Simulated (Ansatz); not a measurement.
An input for Ansatz 0.2.0 (LiNbO3 (R3c)):

```yaml
crystal:
  lattice:
    - [2.5758, 1.4871388234, 4.623]
    - [-2.5758, 1.4871388234, 4.623]
    - [0.0, -2.9742776468, 4.623]
  atoms:
    - { symbol: Li, position: [0.2815, 0.2815, 0.2815] }
    - { symbol: Li, position: [0.7815, 0.7815, 0.7815] }
    - { symbol: Nb, position: [5.5e-05, 5.5e-05, 5.5e-05] }
    - { symbol: Nb, position: [0.500055, 0.500055, 0.500055] }
    - { symbol: O, position: [0.11231, 0.35836, 0.71959] }
    - { symbol: O, position: [0.71959, 0.11231, 0.35836] }
    - { symbol: O, position: [0.35836, 0.71959, 0.11231] }
    - { symbol: O, position: [0.21959, 0.85836, 0.61231] }
    - { symbol: O, position: [0.85836, 0.61231, 0.21959] }
    - { symbol: O, position: [0.61231, 0.21959, 0.85836] }
kpoints:
  mp_grid: { grid: [4, 4, 4] }
hamiltonian:
  xc: pbe
scf:
  occupations: { method: fixed }
gw:
  n_empty_bands: 226
  ecut_chi: 96
  qp_bands: [v3, c3]
  qp_kpoints: band_edges
  screening: { model: godby_needs }
```

```sh
ansatz run input.yaml --threads 3 --pin off --max-ram 92160MiB --backend cuda --events-out ev --progress --plain --runs-dir out --devices 1 --max-vram 13GiB
```

**Question.** Estimate wall time and host memory on 1 × NVIDIA H100 80GB HBM3 (shared by 6 runs) with 3 threads of AMD EPYC 7R13 (Zen 3), shared host.

It took 41 s; on shared hardware allow 21 s to 83 s. Peak host memory was 1.7 GiB. The sizes that set the cost: 2091 plane waves a state, 13 irreducible k points, 260 bands summed, 211 plane waves in the screening and 6 SCF cycles.

The screening grows as filled bands × empty bands × pairs of k points, times the square of the screening basis for the matrix.

[Paths, hosts, dates, memory and timing lines, banners, echoed tables and standing remarks are left out of the program output.]

[Logs are printed without paths, hosts, clocks, repeated set-up lines and the standing remarks that a program may print on its own settings, such as how far it seeks lower states.]

[Runs of the session that timed out or met a known fault of the program may be left out.]

[Cells called generated may have been cut or substituted from an entry of the Crystallography Open Database or the Materials Project.]

[Hosts, paths, dates, database ids (printed as entryN), source tags and the programs' standing remarks are cut or masked in the printed files.]
